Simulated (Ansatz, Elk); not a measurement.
# Bonding as seen by X-rays: Cu2Au

The structure of Cu2Au used here is made up (a known structure type with other elements) and was relaxed beforehand with PBEsol. The aim is the Fourier transform of its all-electron density, F(hkl), set beside the sum over free spherical atoms that refinements use.

Calculated with Elk 11.2.3 (patched build); DFT, PBE, all-electron APW+lo, Dirac cores, scalar-relativistic bands, static density, no spin.

The structure was built from a prototype and need not be the compound's stable phase.

### Step 1. Set-up

The structure is tetragonal, space group I4/mcm (No. 140). The conventional cell has a = 5.721 Å, b = 5.721 Å, c = 5.443 Å, α = 90.00°, β = 90.00°, γ = 90.00°. Au has 8 Cu at 2.57 Å and 2 Au at 2.72 Å nearest. Nearest to Cu lie 1 Cu at 2.43 Å and 4 Au at 2.57 Å. Farther neighbours are not listed.

### Step 2. Ground state and structure factors

An all-electron density is needed, since X-rays see the cores too. Task 0 finds the density and task 195 Fourier-transforms it; tshift is off so that phases refer to the origin typed.

File elk.in:

```
tasks
  0
  195

xctype
  20

spinpol
  .false.

rgkmax
  7.0

gmaxvr
  14.0

lmaxo
  7

lmaxapw
  8

swidth
  0.002

tshift
  .false.

ramdisk
  .false.

hmaxvr
  5.5

maxscl
  120

epspot
  1e-06

sppath
  './'

avec
  -5.40555968559 5.40555968559 5.14284276142
  5.40555968559 -5.40555968559 5.14284276142
  5.40555968559 5.40555968559 -5.14284276142

atoms
  2
  'Au.in'
  2
  0.7500000000 0.7500000000 -0.0000000000   0.000000 0.000000 0.000000
  0.2500000000 0.2500000000 -0.0000000000   0.000000 0.000000 0.000000
  'Cu.in'
  4
  0.8496598273 0.6503401727 0.5000000000   0.000000 0.000000 0.000000
  0.3496598273 0.8496598273 0.1993196547   0.000000 0.000000 0.000000
  0.1503401727 0.3496598273 0.5000000000   0.000000 0.000000 0.000000
  0.6503401727 0.1503401727 0.8006803453   0.000000 0.000000 0.000000

ngridk
  6 6 6
```

Command:

```console
OMP_NUM_THREADS=4 elk
```

Numbers of over 12 decimals in the logs are rounded to 6 here.

What it wrote:

```text
┌─────────────────────────┐
│ Elk code version 11.2.3 │
└─────────────────────────┘

All units are atomic (Hartree, Bohr, etc.)

┌─────────────────────────────────────────────────┐
│ Ground-state run starting from atomic densities │
└─────────────────────────────────────────────────┘

Lattice vectors :
  -5.405559686       5.405559686       5.142842761
   5.405559686      -5.405559686       5.142842761
   5.405559686       5.405559686      -5.142842761

Reciprocal lattice vectors :
  0.8849232734E-17  0.5811780530      0.6108669464
  0.5811780530      0.8849232734E-17  0.6108669464
  0.5811780530      0.5811780530     -0.1632852950E-16

Unit cell volume      :    601.0970154
Brillouin zone volume :   0.4126625272

Muffin-tin inner radius fraction :   0.1000000000E-01

Nuclei treated as point charges

Species : 1 (Au)
 parameters loaded from : Au.in
 name : gold
 nuclear charge    :   -79.00000000
 electronic charge :    79.00000000
 atomic mass :    359048.0562
 muffin-tin radius :    2.537020928
 number of radial points in muffin-tin :   1393
 inner part over the whole radius :   0.9973862463E-02
 number on inner part of muffin-tin    :    998
 approximate nuclear radius :   0.1033733540E-03
 number of mesh points to nuclear radius :    526
 atomic positions (lattice), magnetic fields (Cartesian) :
  1 :  -0.25000000 -0.25000000  0.00000000    0.00000000  0.00000000  0.00000000
  2 :   0.25000000  0.25000000  0.00000000    0.00000000  0.00000000  0.00000000

Species : 2 (Cu)
 parameters loaded from : Cu.in
 name : copper
 nuclear charge    :   -29.00000000
 electronic charge :    29.00000000
 atomic mass :    115837.2717
 muffin-tin radius :    2.265192481
 number of radial points in muffin-tin :    993
 inner part over the whole radius :   0.9905624255E-02
 number on inner part of muffin-tin    :    700
 approximate nuclear radius :   0.7406004541E-04
 number of mesh points to nuclear radius :    337
 atomic positions (lattice), magnetic fields (Cartesian) :
  1 :  -0.15034017 -0.34965983  0.50000000    0.00000000  0.00000000  0.00000000
  2 :   0.34965983 -0.15034017  0.19931965    0.00000000  0.00000000  0.00000000
  3 :   0.15034017  0.34965983  0.50000000    0.00000000  0.00000000  0.00000000
  4 :  -0.34965983  0.15034017 -0.19931965    0.00000000  0.00000000  0.00000000

Total number of atoms per unit cell :    6
Total muffin-tin volume :    331.5453991
 ratio of muffin-tin to unit cell volume :   0.5515672024

Spin treatment :
 spin-unpolarised

Number of Bravais lattice symmetries :   16
Number of crystal symmetries         :   16
Crystal has inversion symmetry
Real symmetric eigensolver will be used

k-point grid :      6     6     6
k-point offset :    0.000000000       0.000000000       0.000000000
k-point set is reduced with full crystal symmetry group
Total number of k-points :       30

Muffin-tin radius times maximum |G+k| :    7.000000000
 using average radius
Maximum |G+k| for APW functions       :    2.971387285
Maximum (1/2)|G+k|²                   :    4.414571198
Maximum |G| for potential and density :    14.00000000
Constant for pseudocharge density :    9
 order of it for each species :   16  16
 order of it for pair densities of each species (exact exchange by exxq0 0: 17) :   11   9
Radial integration step length :    1

G-vector grid sizes :     42    42    42
Number of G-vectors :    27875

Maximum angular momentum used for
 APW functions            :    8
 outer part of muffin-tin :    7
 inner part of muffin-tin :    2

Total nuclear charge    :   -274.0000000
Total core charge       :    144.0000000
Total valence charge    :    130.0000000
Total excess charge     :    0.000000000
Total electronic charge :    274.0000000

Effective Wigner radius, rₛ :   0.8060620347

Number of empty states         :     24
Total number of valence states :     90
Total number of core states    :    144

Third-order local-orbitals added for an l without core states : T
Total number of local-orbitals :    164

[...]
exchange                    :     -983.24458559513
 correlation                 :     -15.308966115884
 electron entropic           :    -0.93754541139958E-03
 total energy                :     -44716.303072480

Density of states at Fermi energy :    71.60802450
 (states/Hartree/unit cell)

Estimated indirect band gap :   0.3328159298E-04
 from k-point 22 to k-point 30
Estimated direct band gap   :   0.9078866767E-02
 at k-point 30

Charges :
 core                        :    144.0000000
 valence                     :    130.0000000
 interstitial                :    8.180503006
 muffin-tins (core leakage)
  species : 1 (Au)
[...]
species : 2 (Cu)
[...]
total in muffin-tins        :    265.8194970
 total calculated charge     :    273.9968316
 total charge                :    274.0000000
 error                       :   0.3168384444E-02

RMS change in Kohn-Sham potential (target) :   0.2972643383     (  0.1000000000E-05)
Absolute change in total energy (target)   :   0.6750246010E-01 (  0.1000000000E-03)

[... loops 3 to 17 left out ...]

┌──────────────────┐
│ Loop number : 18 │
└──────────────────┘

Energies :
 Fermi                       :     0.259679
 sum of occupied eigenvalues :     -27231.219506213
 electron kinetic            :      50509.581801077
 core electron kinetic       :      48003.093698234
 Coulomb                     :     -94223.799212050
 Coulomb potential           :     -76432.372398594
 nuclear-nuclear             :     -4279.7946250055
 electron-nuclear            :     -103567.84751825
 Hartree                     :      13623.842931204
 Madelung                    :     -56007.613012753
 xc potential                :     -1308.4289086959
 exchange                    :     -986.31761543553
 correlation                 :     -15.317477996484
 electron entropic           :    -0.64575231034380E-03
 total energy                :     -44715.853150158

Density of states at Fermi energy :    50.49071895
 (states/Hartree/unit cell)

Estimated indirect band gap :   0.3294576659E-02
 from k-point 12 to k-point 5
Estimated direct band gap   :   0.8446550159E-02
 at k-point 30

Charges :
 core                        :    144.0000000
 valence                     :    130.0000000
 interstitial                :    6.926799433
 muffin-tins (core leakage)
  species : 1 (Au)
[...]
species : 2 (Cu)
[...]
total in muffin-tins        :    267.0732006
 total calculated charge     :    273.9969529
 total charge                :    274.0000000
 error                       :   0.3047054612E-02

RMS change in Kohn-Sham potential (target) :   0.3076231031E-07 (  0.1000000000E-05)
Absolute change in total energy (target)   :   0.2435509668E-04 (  0.1000000000E-03)

Convergence targets achieved

┌──────────────────┐
│ Loop number : 19 │
└──────────────────┘

Energies :
 Fermi                       :     0.259679
 sum of occupied eigenvalues :     -27231.219500512
 electron kinetic            :      50509.581807189
 core electron kinetic       :      48003.093701485
 Coulomb                     :     -94223.799213420
 Coulomb potential           :     -76432.372399723
 nuclear-nuclear             :     -4279.7946250055
 electron-nuclear            :     -103567.84751968
 Hartree                     :      13623.842931270
 Madelung                    :     -56007.613013559
 xc potential                :     -1308.4289079772
 exchange                    :     -986.31761539763
 correlation                 :     -15.317477985315
 electron entropic           :    -0.64575229565803E-03
 total energy                :     -44715.853145367

Density of states at Fermi energy :    50.49071891
 (states/Hartree/unit cell)

Estimated indirect band gap :   0.3294581321E-02
 from k-point 12 to k-point 5
Estimated direct band gap   :   0.8446546084E-02
 at k-point 30

Charges :
 core                        :    144.0000000
 valence                     :    130.0000000
 interstitial                :    6.926799245
 muffin-tins (core leakage)
  species : 1 (Au)
[...]
species : 2 (Cu)
[...]
atom 2                    :    27.89398141     (  0.3364101281E-03)
   atom 3                    :    27.89398141     (  0.3364101281E-03)
   atom 4                    :    27.89398141     (  0.3364101281E-03)
 total in muffin-tins        :    267.0732008
 total calculated charge     :    273.9969529
 total charge                :    274.0000000
 error                       :   0.3047054616E-02

┌──────────────────────────────┐
│ Self-consistent loop stopped │
└──────────────────────────────┘

Warning : core states of species 1 leak from the muffin-tin :   0.4081096183E-03

Warning : core states of species 2 leak from the muffin-tin :   0.3364101281E-03

Wrote STATE.OUT
```

Run time: 61 s. Hardware: 4 threads of Arm Neoverse V2, shared host; peak memory 0.28 GiB.

SFACRHO.OUT:

```text

h k l indices transformed by vhmat matrix:
   1.000000000       0.000000000       0.000000000    
   0.000000000       1.000000000       0.000000000    
   0.000000000       0.000000000       1.000000000    

      h      k      l  multipl.   |H|            Re(F)            Im(F)           |F|

      0      0      0      1   0.0000000       274.00000     -0.20662722E-17   274.00000    
      0      0      1      4  0.82190988       110.61414      0.83418968E-14   110.61414    
     -1      0      0      8  0.84316449     -0.26470924E-10  0.41709484E-14  0.26470924E-10
      1     -1     -1      4   1.1623561       107.89852     -0.83418968E-14   107.89852    
      1      1     -1      2   1.2217339      -41.235796      0.99681158E-14   41.235796    
      1      0     -2      8   1.4359659       69.693604      0.22940216E-13   69.693604    
     -1      2      0      8   1.4359659      -69.693604      0.20854742E-13   69.693604    
      0      2     -1      8   1.4724706      -161.37915     -0.60352965E-14   161.37915    
      2     -2      0      4   1.6438198       134.84784      0.32309806E-14   134.84784    
     -2      0      0      8   1.6863290      -152.07432     -0.83418968E-14   152.07432    
      1     -1      2      4   1.8378464       167.63180     -0.18769268E-13   167.63180    
     -2      2     -1      4   1.8378464       167.63180      -0.0000000       167.63180    
      2     -1      1      8   1.8474495     -0.77760076E-08  0.22940216E-13  0.77760076E-08
      2      1     -1      8   1.9225488      0.20466650E-07 -0.16683794E-13  0.20466650E-07
      1      1      1      8   2.0481155      -109.79878     -0.14598319E-13   109.79878    
      2     -3      0      8   2.1826913       21.500628      0.10427371E-13   21.500628    
      0     -1     -2      8   2.1826913      -21.500628     -0.16683794E-13   21.500628    
     -1      3      0      8   2.2068786      -72.585720     -0.16683794E-13   72.585720
```

Elk indexes on the primitive cell of elk.in and gives |H| = 4π sin θ/λ in inverse bohr. Below, one row stands for each form hkl of the conventional cell (m members, Friedel mates merged), F is for one primitive cell and the density is static (no thermal factor). Free-atom factors are Waasmaier and Kirfel's, and R is Σm||F|−|F'||/Σm|F|.

```
hkl   m  sin θ/λ (Å⁻¹)  abs F, DFT  neutral atoms   diff.
110   4          0.124     110.614        110.794  -0.180
101   8          0.127       0.000          0.000  +0.000
200   4          0.175     107.898        108.055  -0.157
002   2          0.184      41.236         40.667  +0.568
211  16          0.216      69.694         70.651  -0.957
112   8          0.221     161.379        162.272  -0.893
220   4          0.247     134.848        135.439  -0.591
202   8          0.254     152.074        152.892  -0.818
310   8          0.276     167.632        168.681  -1.049
301   8          0.278       0.000          0.000  +0.000
103   8          0.289       0.000          0.000  +0.000
222   8          0.308     109.799        109.983  -0.184
321  16          0.328      21.501         21.721  -0.221
312  16          0.332      72.586         72.361  +0.225
213  16          0.338      56.609         57.079  -0.470
400   4          0.350      53.686         53.451  +0.236
004   2          0.367     179.188        179.575  -0.387
330   4          0.371      45.797         45.600  +0.197
411  16          0.372      33.373         33.539  -0.167
303   8          0.380       0.000          0.000  +0.000
114   8          0.388      83.695         83.544  +0.151
420   8          0.391     123.212        123.252  -0.040
```

### Step 3. The highest occupied states alone

An energy window below the Fermi level keeps the highest occupied states, to see at which angles they scatter; shallow core shells can lie inside it and anion s states outside. No new self-consistency is needed.

Changes to elk.in since step 2:

```diff
@@ -1,3 +1,2 @@
 tasks
-  0
   195
@@ -40,2 +39,5 @@
 
+wsfac
+  -0.291560 0.559680
+
 sppath
```

Command:

```console
OMP_NUM_THREADS=4 elk
```

What it wrote:

```text
┌─────────────────────────────────┐
│ Elk code version 11.2.3 started │
└─────────────────────────────────┘

Info(readinput): the functional depends on the density's gradient
 muffin-tin radial points multiplied by    2.00000
 (not where nrmtscf is given)

┌────────────────────┐
│ Current task : 195 │
└────────────────────┘
Info(checkmt): changed muffin-tin radius of species 1 (Au) from   2.8000 to   2.5370
Info(checkmt): changed muffin-tin radius of species 2 (Cu) from   2.4000 to   2.2652

Info(sfacrho): density structure factors written to SFACRHO.OUT

 Energy window :  -0.2915600000      0.5596800000

┌──────────────────┐
│ Elk code stopped │
└──────────────────┘
```

The job ended after 10 s (4 threads; peak memory 0.19 GiB).

States within 15 eV below the Fermi level hold 66.00 electrons; any levels below the window count with the cores. Their amplitudes can exceed the total, where window and core parts have opposite phase:

```
hkl  sin θ/λ (Å⁻¹)  abs F, window  abs F, all
110          0.124          2.566     110.614
101          0.127          0.000       0.000
200          0.175          0.769     107.898
002          0.184         19.355      41.236
211          0.216         19.614      69.694
112          0.221         15.123     161.379
220          0.247          7.182     134.848
202          0.254         11.596     152.074
310          0.276         14.912     167.632
301          0.278          0.000       0.000
```

### Step 4. Another functional

The difference from free atoms is small, so it is set against the change that LDA (Perdew-Wang) makes.

Changes to elk.in since step 3:

```diff
@@ -1,2 +1,3 @@
 tasks
+  0
   195
@@ -4,3 +5,3 @@
 xctype
-  20
+  3
 
@@ -39,5 +40,2 @@
 
-wsfac
-  -0.291560 0.559680
-
 sppath
```

Command:

```console
OMP_NUM_THREADS=4 elk
```

What it wrote:

```text
┌─────────────────────────┐
│ Elk code version 11.2.3 │
└─────────────────────────┘

All units are atomic (Hartree, Bohr, etc.)

┌─────────────────────────────────────────────────┐
│ Ground-state run starting from atomic densities │
└─────────────────────────────────────────────────┘

Lattice vectors :
  -5.405559686       5.405559686       5.142842761
   5.405559686      -5.405559686       5.142842761
   5.405559686       5.405559686      -5.142842761

Reciprocal lattice vectors :
  0.8849232734E-17  0.5811780530      0.6108669464
[...]
species : 2 (Cu)
[...]
atom 3                    :    27.90657461     (  0.3500170626E-03)
   atom 4                    :    27.90657461     (  0.3500170626E-03)
 total in muffin-tins        :    267.1167940
 total calculated charge     :    273.9968705
 total charge                :    274.0000000
 error                       :   0.3129457819E-02

┌──────────────────────────────┐
│ Self-consistent loop stopped │
└──────────────────────────────┘

Warning : core states of species 1 leak from the muffin-tin :   0.4014915182E-03

Warning : core states of species 2 leak from the muffin-tin :   0.3500170626E-03

Wrote STATE.OUT
[key lines of the parts left out:]
total energy                :     -44684.610000448
```

Wall time 32 s (4 threads); peak memory 0.19 GiB; 1.8 min of CPU time.

Against the first run R = 0.02 %; the largest change is -0.071 at 004.

### Step 5. Basis size

A smaller basis shows how fast F responds to it; the change is likely larger than the basis error of the first run, but doesn't show convergence.

Changes to elk.in since step 4:

```diff
@@ -5,3 +5,3 @@
 xctype
-  3
+  20
 
@@ -11,3 +11,3 @@
 rgkmax
-  7.0
+  5.5
```

Command:

```console
OMP_NUM_THREADS=4 elk
```

What it wrote:

```text
┌─────────────────────────┐
│ Elk code version 11.2.3 │
└─────────────────────────┘

All units are atomic (Hartree, Bohr, etc.)

┌─────────────────────────────────────────────────┐
│ Ground-state run starting from atomic densities │
└─────────────────────────────────────────────────┘

Lattice vectors :
  -5.405559686       5.405559686       5.142842761
   5.405559686      -5.405559686       5.142842761
   5.405559686       5.405559686      -5.142842761

Reciprocal lattice vectors :
  0.8849232734E-17  0.5811780530      0.6108669464
[...]
species : 2 (Cu)
[...]
atom 3                    :    27.83256739     (  0.3365783277E-03)
   atom 4                    :    27.83256739     (  0.3365783277E-03)
 total in muffin-tins        :    266.7109973
 total calculated charge     :    273.9979474
 total charge                :    274.0000000
 error                       :   0.2052621217E-02

┌──────────────────────────────┐
│ Self-consistent loop stopped │
└──────────────────────────────┘

Warning : core states of species 1 leak from the muffin-tin :   0.4065289634E-03

Warning : core states of species 2 leak from the muffin-tin :   0.3365783277E-03

Wrote STATE.OUT
[key lines of the parts left out:]
total energy                :     -44715.473038097
```

Run time: 52 s. Hardware: 4 threads; peak memory 0.27 GiB; 2.9 min of CPU time.

Against the first run R = 0.03 %; the largest change is +0.198 at 004.

### Step 6. Settings against the effect

```
              run  R against the first run (%)  R against neutral atoms, low angle (%)  wall time
    PBE, rgkmax 7                         0.00                                    0.65       61 s
LDA (Perdew-Wang)                         0.02                                    0.67       32 s
       rgkmax 5.5                         0.03                                    0.69       52 s
```

### Step 7. Results

```yaml
r_against_neutral_atoms_sin_theta_lambda_0p3_a_minus1: 0.65 %
r_against_neutral_atoms_0p3_to_0p82_a_minus1: 0.24 %
```

In words: Independent neutral atoms miss the calculated amplitudes by R = 0.65 % below 0.3 Å⁻¹ and 0.24 % from there to 0.82 Å⁻¹; by shells, 0.16 % below 0.15 Å⁻¹ (1 form), 0.69 % 0.15 to 0.3 (7 forms), 0.24 % 0.3 to 0.45 (18 forms), 0.24 % above 0.45 (101 forms). Bonding, aspherical density and the tables' own atoms all enter these figures, and the runs don't part them. The largest change of an amplitude is -1.05 electrons, at 310. The window's part falls from 66.0 electrons at the origin to at most 8.65 between 0.45 and 0.82 Å⁻¹, where compact states inside the window still scatter. Below 0.3 Å⁻¹ the changes that finished (LDA (Perdew-Wang) and rgkmax 5.5) move F by R = 0.04 % at most, against the 0.65 % that separates it from free atoms. The k-mesh has no finished test. These runs have no spin, though d or f shells may be open. Spin-orbit coupling is left out, which can matter for elements this heavy. Part of the difference isn't bonding: the tables are fits to free atoms and ions calculated by other methods than this functional. Thermal motion, anomalous dispersion and extinction are left out.

[Logs are printed without paths, hosts, clocks, repeated set-up lines and the standing remarks that a program may print on its own settings, such as how far it seeks lower states.]

[Hosts, paths, dates, database ids (printed as entryN), source tags and the programs' standing remarks are cut or masked in the printed files.]
